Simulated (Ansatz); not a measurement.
# Where N_O puts its levels in the gap of MgO (Fm-3m)

Aim: at which Fermi levels does N_O in MgO (Fm-3m) change its charge? The model is a cell of 54 host atoms with 1 O taken out and 1 N put in.

Main program and level: Ansatz 0.2.0; place-levels on r2SCAN runs: charge-transition levels and formation energies with image-charge correction and potential alignment at the atomic sites; PAW set soft_1.

**Measured values to reproduce.**

For MgO, rocksalt (bulk crystal), “Electronic structure of alkaline earth and post-transition metal oxides” (2009, arxiv:0908.1581) quotes earlier work: band gap (literature experimental gap) 7.83 eV [Literature value based on experiment; other listed experimental values range from 7.7 to …].

### Step 1. The starting structure

The cell holds 54 atoms: 27 Mg, 26 O and 1 N. Its edges and angles: a = 8.925 Å, b = 8.925 Å, c = 8.925 Å, α = 60.0°, β = 60.0°, γ = 60.0°. It derives from MgO (space group Fm-3m). Nearest the centre at fractional (0.500, 0.500, 0.500): N28 at 0.00 Å, Mg51 at 2.10 Å, Mg47 at 2.10 Å, Mg35 at 2.10 Å, Mg45 at 2.10 Å, Mg29 at 2.10 Å, Mg33 at 2.10 Å, O30 at 2.98 Å.

Coordinates:

```xyz
54
Lattice="0.0000 6.3112 6.3112 6.3112 0.0000 6.3112 6.3112 6.3112 0.0000" Properties=species:S:1:pos:R:3 pbc="T T T"
Mg    0.0000    0.0000    0.0000
O     2.1037    2.1037    2.1037
Mg    2.1037    2.1037    0.0000
O     4.2075    4.2075    2.1037
Mg    4.2075    4.2075    0.0000
O     6.3112    6.3112    2.1037
Mg    2.1037    0.0000    2.1037
O     4.2075    2.1037    4.2075
Mg    4.2075    2.1037    2.1037
O     6.3112    4.2075    4.2075
Mg    6.3112    4.2075    2.1037
O     8.4150    6.3112    4.2075
Mg    4.2075    0.0000    4.2075
O     6.3112    2.1037    6.3112
Mg    6.3112    2.1037    4.2075
O     8.4150    4.2075    6.3112
Mg    8.4150    4.2075    4.2075
O    10.5187    6.3112    6.3112
Mg    0.0000    2.1037    2.1037
O     2.1037    4.2075    4.2075
Mg    2.1037    4.2075    2.1037
O     4.2075    6.3112    4.2075
Mg    4.2075    6.3112    2.1037
O     6.3112    8.4150    4.2075
Mg    2.1037    2.1037    4.2075
O     4.2075    4.2075    6.3112
Mg    4.2075    4.2075    4.2075
N     6.3112    6.3112    6.3112
Mg    6.3112    6.3112    4.2075
O     8.4150    8.4150    6.3112
Mg    4.2075    2.1037    6.3112
O     6.3112    4.2075    8.4150
Mg    6.3112    4.2075    6.3112
O     8.4150    6.3112    8.4150
Mg    8.4150    6.3112    6.3112
O    10.5187    8.4150    8.4150
Mg    0.0000    4.2075    4.2075
O     2.1037    6.3112    6.3112
Mg    2.1037    6.3112    4.2075
O     4.2075    8.4150    6.3112
Mg    4.2075    8.4150    4.2075
O     6.3112   10.5187    6.3112
Mg    2.1037    4.2075    6.3112
O     4.2075    6.3112    8.4150
Mg    4.2075    6.3112    6.3112
O     6.3112    8.4150    8.4150
Mg    6.3112    8.4150    6.3112
O     8.4150   10.5187    8.4150
Mg    4.2075    4.2075    8.4150
O     6.3112    6.3112   10.5187
Mg    6.3112    6.3112    8.4150
O     8.4150    8.4150   10.5187
Mg    8.4150    8.4150    8.4150
O    10.5187   10.5187   10.5187
```

Known beforehand: the electronic dielectric constant, 3.24, and the static one, 10.37, from a response run on this crystal (DFPT, PBEsol) at that run's own cell.

The cell's shortest repeat is 8.9 Å.

### Step 2. The runs of each charge state

A transition level is the Fermi level at which two charge states cost the same, so each charge needs its own total energy, at its own relaxed structure.

Each atom starts 0.05 Å or so off its site in a random direction: a symmetric start keeps its symmetry, and would miss off-centre moves and Jahn–Teller distortions. Forces are taken at one point at (¼, ¼, ¼). The cell holds 1 electron more than the neutral one, with a uniform background that keeps it neutral on the whole.

The sampling was tested on the host first: at the k-points planned (1x1x1 shifted 0.25 0.25 0.25) its energy lies 0.020 eV an atom from the dense-mesh value, under the bound of 0.02 eV set for this test; that bounds the host's error, not the defect's.

One of the inputs; charge, spin and start change from state to state.

Input file qm1.relax/input.yaml:

```yaml
crystal:
  lattice:
    - [0.0, 2.10374764, 2.10374764]
    - [2.10374764, 0.0, 2.10374764]
    - [2.10374764, 2.10374764, 0.0]
  atoms:
    - { symbol: Mg, position: [0.0, 0.0, 0.0] }
    - { symbol: O, position: [0.5, 0.5, 0.5] }
  supercell: [3, 3, 3]
  defects: [{ substitution: { at: 27, symbol: "N" } }]
total_charge: -1
basis:
  ecutwfc: 500
  xc_grid: 2
hamiltonian:
  xc: r2scan
  pseudopotentials: { kind: paw, azcp: { folder: soft_1 } }
kpoints:
  mp_grid: { grid: [1, 1, 1], shift: [0.25, 0.25, 0.25] }
scf:
  occupations: { method: fixed }
  max_iter: 100
output:
  forces: true
  charged_corrections: { epsilon: 3.24, static_epsilon: 10.37 }
relax:
  f_tol: 0.02
  max_steps: 80
  random_displacement: { amplitude: 0.05, seed: 7894 }
checkpoint:
  write: "../qm1.relax.run"
  compress: false
  write_wavefunctions: true
  write_every: 100000
```

The run is started by

```
$ ansatz run input.yaml --threads 4 --pin off --max-ram 7536MiB --backend cpu --events-out ev --progress --plain --runs-dir out
```

Defect states can disperse in a cell of this size, so the energy is taken again at a 2×2×2 shifted mesh, on the relaxed structure.

The run of this state that the levels use, under r2SCAN:

Input file qm1.point/input.yaml:

```yaml
crystal:
  checkpoint: "../qm1.relax.run"
  host: checkpoint
total_charge: -1
basis:
  ecutwfc: 500
  xc_grid: 2
hamiltonian:
  xc: r2scan
  pseudopotentials: { kind: paw, azcp: { folder: soft_1 } }
kpoints:
  mp_grid: { grid: [2, 2, 2], shift: [0.5, 0.5, 0.5] }
scf:
  occupations: { method: fermi_dirac, width: 0.01 }
  max_iter: 100
output:
  forces: true
  eigenvalues: true
  charged_corrections:
    epsilon: 3.24
    static_epsilon: 10.37
    defect_position: [0.5, 0.5, 0.5]
  eigenstates: { localisation: true }
  populations: true
  band_densities: [{ bands: [v1, v1] }, { bands: [c1, c1] }]
  write_density: true
  write_potential: true
  volumetric_format: npy
checkpoint:
  read: "../qm1.relax.run"
  write: "../qm1.point.run"
  compress: false
  write_wavefunctions: false
  write_every: 100000
```

Relaxations under r2SCAN at one point at (¼, ¼, ¼); times on 4 threads of Intel Xeon Platinum 8259CL at 2.50GHz (Skylake/Cascade Lake), shared host:

| charge | moment (μB) | occupations | outcome | steps | largest displacement against the far atoms (Å) | time |
| --- | --- | --- | --- | --- | --- | --- |
| −1 | 0 | fixed | converged | 4 | 0.05 | 57 s |
| 0 | 1 | fixed | converged | 11 | 0.06 | 6.3 min |

Single points under r2SCAN at a 2×2×2 shifted mesh; times on 4 threads of Intel Xeon Platinum 8259CL at 2.50GHz (Skylake/Cascade Lake), shared host:

| charge | moment (μB) | occupations | outcome | time |
| --- | --- | --- | --- | --- |
| −1 | 0 | fermi-dirac | converged | 65 s |
| 0 | 1 | fermi-dirac | converged | 3.9 min |

Distances (Å) from N28 to the nearest atoms after relaxation with r2SCAN:

| charge | moment (μB) | 1. | 2. | 3. | 4. | 5. | 6. |
| --- | --- | --- | --- | --- | --- | --- | --- |
| −1 | 0 | Mg 2.05 | Mg 2.05 | Mg 2.05 | Mg 2.05 | Mg 2.05 | Mg 2.05 |
| 0 | 1 | Mg 2.12 | Mg 2.12 | Mg 2.12 | Mg 2.13 | Mg 2.14 | Mg 2.14 |

### Step 3. Placing the levels, r2SCAN

A charged cell interacts with its images and the background, and its potential has another zero than the host's. place-levels removes the first by a point-charge model, screened by the static dielectric constant since the ions have relaxed around the charge, and the second by comparing potentials at atoms far from the defect.

The host is a run of the defect-free crystal in the same cutoffs, grids and k-points, so that basis and sampling errors cancel in part in the differences. The host is run in a cell of 2 atoms on a matching mesh. Its band edges are searched through the zone by a band path, so the gap is smaller than, or equal to, that on the mesh. Chemical potentials are energies per atom of O (O2 molecule) and N (N2 molecule), run with the same functional and cutoff.

Input file levels.point.yaml:

```yaml
host:
  run: host.point.run
states: [qm1.point.run, q0_M1.point.run]
geometry_from:
  qm1.point.run: qm1.relax.run
  q0_M1.point.run: q0_M1.relax.run
chemical_potentials:
  O:
    energy: -565.989614
    dataset: <sha256 of the dataset>
  "N":
    energy: -384.814403
    dataset: "<sha256 of the dataset>"
epsilon: 3.24
static_epsilon: 10.37
vertical:
  - { from: qm1.point.run, to: qm1.point_neutral.run }
```

The run is started by

```
$ ansatz place-levels levels.point.yaml -- --threads 4 --pin off --max-ram 7536MiB
```

Numbers of over 12 decimals in the logs are rounded to 6 here.

Output:

```text
[... repeated set-up lines and file paths are left out, and long positions are rounded to six places ...]
(0/-1) 1.775 eV above the valence edge, 3.902 eV under the conduction edge
formation energy of charge 0: +6.097 eV with the Fermi level at the valence edge
formation energy of charge -1: +7.873 eV with the Fermi level at the valence edge
vertical -1 to 0: no energy, since no alignment is typed
  the change from vertical[0].from (qm1.point.run) to vertical[0].to (qm1.point_neutral.run): by its potential at epsilon 3.24 it stands at 0.500 0.501 0.500, with an rms radius of about 1.1 Å (0.7 0.6 0.6 Å across the planes of the cell's vectors); [...]
  edges by r2scan, gap 5.678 eV; the host is sampled to repeats of 17.85 Å
  the defect's cells are sampled to repeats of 17.85 Å, like sampling
  charge 0: +0.000 eV for its dipole among its images, +0.000 omitted
  charge -1: -67257.9772 eV with its correction of +0.261 eV, at epsilon 10.37, aligned at sites: -0.0093 eV, mean over 21 atomic sites at or beyond 4.46 Å from the defect at [0.5000, 0.5000, 0.5000], with +0.000000 for the charge's moments and without [...]
  of states[1] (q0_M1.point.run): its alignment with the host at atomic sites is doubtful: the cell is too small to show whether the defect's potential has decayed: take a larger one; stability_check_not_made
  of states[0] (qm1.point.run): its alignment with the host at atomic sites is doubtful: the cell is too small to show whether the defect's potential has decayed: take a larger one
  of vertical[0].to (qm1.point_neutral.run): stability_check_not_made
```

Wall time 0.51 s (4 threads of Intel Xeon Platinum 8259CL at 2.50GHz (Skylake/Cascade Lake), shared host).

Levels between the charges placed, in eV above the valence top:

|  | gap (eV) | (0/−1) |
| --- | --- | --- |
| r2SCAN | 5.68 | 1.78 |

Corrections by state:

| charge | moment (μB) | image terms and alignment (eV) | band filling (eV) | ε used | over the lowest of its charge, as the program ranks them, band filling apart (eV) |
| --- | --- | --- | --- | --- | --- |
| 0 | 1.0 | 0.000 | - | - | 0.000 |
| −1 | 0.0 | 0.261 | - | 10.37 | 0.000 |

The charged structures listed were also run neutral, and place-levels reads from each pair, by the potential or the spins, how wide the charge is by which they differ; that can be the carrier of either run.

| charge | rms radius (Å) | spread where it is widest against the cell (Å) | wide from (Å) | reading |
| --- | --- | --- | --- | --- |
| −1 | 1.1 | 0.70 | 1.26 | narrow |

The neutral runs of these pairs need not share the spin of the lowest neutral state, and very wide values only mean spread over the cell.

From the program's caveats on the states, each cut to its opening words:

- charge 0 (1 μB), −1: its alignment with the host at atomic sites is doubtful: the cell is too small to show whether the defect's potential has decayed: take a larger one
- charge 0 (1 μB): flagged: stability check not made

The host's formation energy from the elements is -2.963 eV per atom; it sets how far the chemical potentials can move.

Limit set by the element alone; other compounds of these elements are not counted. Chemical potentials from the elements' reference states: Mg 0.00 eV, O -5.93 eV, N 0.00 eV. Formation energy by charge state (Mg-rich; gap 5.68 eV):

| charge | at valence top (eV) | at conduction bottom (eV) | correction included (eV) |
| --- | --- | --- | --- |
| 0 | 0.17 | 0.17 | 0.00 |
| −1 | 1.95 | -3.73 | 0.26 |

| Fermi level (eV) | lowest formation energy (eV) |
| --- | --- |
| 0.00 | 0.17 |
| 0.52 | 0.17 |
| 1.03 | 0.17 |
| 1.55 | 0.17 |
| 2.06 | -0.12 |
| 2.58 | -0.63 |
| 3.10 | -1.15 |
| 3.61 | -1.67 |
| 4.13 | -2.18 |
| 4.65 | -2.70 |
| 5.16 | -3.21 |
| 5.68 | -3.73 |

Limit set by the element alone; other compounds of these elements are not counted. Chemical potentials from the elements' reference states: O 0.00 eV, Mg -5.93 eV, N 0.00 eV. Formation energies (O-rich), with the Fermi level at the valence top and at the conduction bottom (gap 5.68 eV):

| charge | at valence top (eV) | at conduction bottom (eV) | correction included (eV) |
| --- | --- | --- | --- |
| 0 | 6.10 | 6.10 | 0.00 |
| −1 | 7.87 | 2.19 | 0.26 |

| Fermi level (eV) | lowest formation energy (eV) |
| --- | --- |
| 0.00 | 6.10 |
| 0.52 | 6.10 |
| 1.03 | 6.10 |
| 1.55 | 6.10 |
| 2.06 | 5.81 |
| 2.58 | 5.29 |
| 3.10 | 4.77 |
| 3.61 | 4.26 |
| 4.13 | 3.74 |
| 4.65 | 3.23 |
| 5.16 | 2.71 |
| 5.68 | 2.19 |

### Step 4. Effect of the sampling

The relaxations' own energies give the levels at their sampling, for comparison.

Input file levels.relax_mesh.yaml:

```yaml
host:
  run: host.relax.run
states: [qm1.relax.run, q0_M1.relax.run]
chemical_potentials:
  O:
    energy: -565.989614
    dataset: <sha256 of the dataset>
  "N":
    energy: -384.814403
    dataset: "<sha256 of the dataset>"
```

The run is started by

```
$ ansatz place-levels levels.relax_mesh.yaml -- --threads 4 --pin off --max-ram 7536MiB
```

Output:

```text
(0/-1) 1.876 eV above the valence edge, 3.783 eV under the conduction edge
formation energy of charge 0: +6.026 eV with the Fermi level at the valence edge
formation energy of charge -1: +7.902 eV with the Fermi level at the valence edge
  edges by r2scan, gap 5.659 eV; the host is sampled to repeats of 8.93 Å
[... the lines on each state left out ...]
```

Run time: 0.19 s. Hardware: 4 threads.

Levels between neighbouring charges, in eV above the valence top:

|  | gap (eV) | (0/−1) |
| --- | --- | --- |
| one point at (¼, ¼, ¼) | 5.66 | 1.88 |
| a 2×2×2 shifted mesh | 5.68 | 1.78 |

Going from one point at (¼, ¼, ¼) to a 2×2×2 shifted mesh moves the levels that carry no band-filling term by up to 0.10 eV and formation energies against the elements by up to 0.07 eV.

### Step 5. A changed set-up

In this try the input is made faulty on purpose, to show what that does.

Another version of the file is tried.

levels.try1.yaml is levels.point.yaml with these lines changed:

```diff
-states: [qm1.point.run, q0_M1.point.run]
+states: [qm1.relax.run, q0_M1.point.run]
-  qm1.point.run: qm1.relax.run
```

The run is started by

```
$ ansatz place-levels levels.try1.yaml -- --threads 4 --pin off --max-ram 7536MiB
```

Output:

```text
Error: states: the states of charge -1 and +0 were not made alike: the mesh or its shifts (kpoints.further_shifts), scf.occupations
```

The change: a state from another k-mesh.

The command refused this file.

### Step 6. What came out

| Property | Result |
| --- | --- |
| gap of the host | 5.68 eV (r2SCAN) |
| level (0/minus 1) | 1.78 eV above the valence top |
| lowest of the charges placed, just above the valence top (0.02 eV) | 0 |
| lowest of the charges placed, just below the conduction bottom (0.02 eV) | −1 |
| lowest formation energy at mid-gap of the charges run, Mg-rich | -0.89 eV |
| lowest formation energy at mid-gap of the charges run, O-rich | 5.03 eV |

Of the charges placed (−1 and 0), the lowest changes at 1.78 eV (0/−1) above the valence top, in a gap of 5.68 eV. Charges above 0 and below −1 were not placed, so these runs say nothing of levels that involve them. States placed: 0 at 1 μB; −1 at 0 μB. Other spin states or structures, where not listed, weren't placed. N is taken at its element; compounds, which aren't counted here, bound the chemical potentials and would shift these formation energies. Going from one point at (¼, ¼, ¼) to a 2×2×2 shifted mesh moves the levels that carry no band-filling term by up to 0.10 eV and formation energies against the elements by up to 0.07 eV. The program doubts the alignment of potentials for at least one state, a sign that the cell is small. What this leaves open: the images are only 8.9 Å apart; r2SCAN makes the gap too small and tends to spread out bound carriers; where a gas molecule sets a chemical potential or the host's formation energy, its binding is uncorrected.

Calculation against experiment:

| quantity | measured | r2SCAN |
| --- | --- | --- |
| band gap (least gap of the host) (eV) | 7.83 | 5.68 (-2.15 eV) |

Measured values from arxiv:0908.1581 (2009).

**Verdict.** The band gap is off by -2.15 eV: a clear miss. Local and semilocal functionals usually give gaps below the measured ones. Zero-point and thermal motion shift the measured gap.

[Logs are printed without paths, hosts, clocks, repeated set-up lines and the standing remarks that a program may print on its own settings, such as how far it seeks lower states.]

[Hosts, paths, dates, database ids (printed as entryN), source tags and the programs' standing remarks are cut or masked in the printed files.]

[Where a table of states has a column of steps, it counts the stored structures, which are thinned; the runs took as many ionic steps or more.]

[A defect's name tells the site on which it was built; relaxed atoms can leave that site.]

[For some hosts the program warned that the k-mesh of the response run may be too coarse for force constants and the static dielectric constant; such warnings are not shown here.]
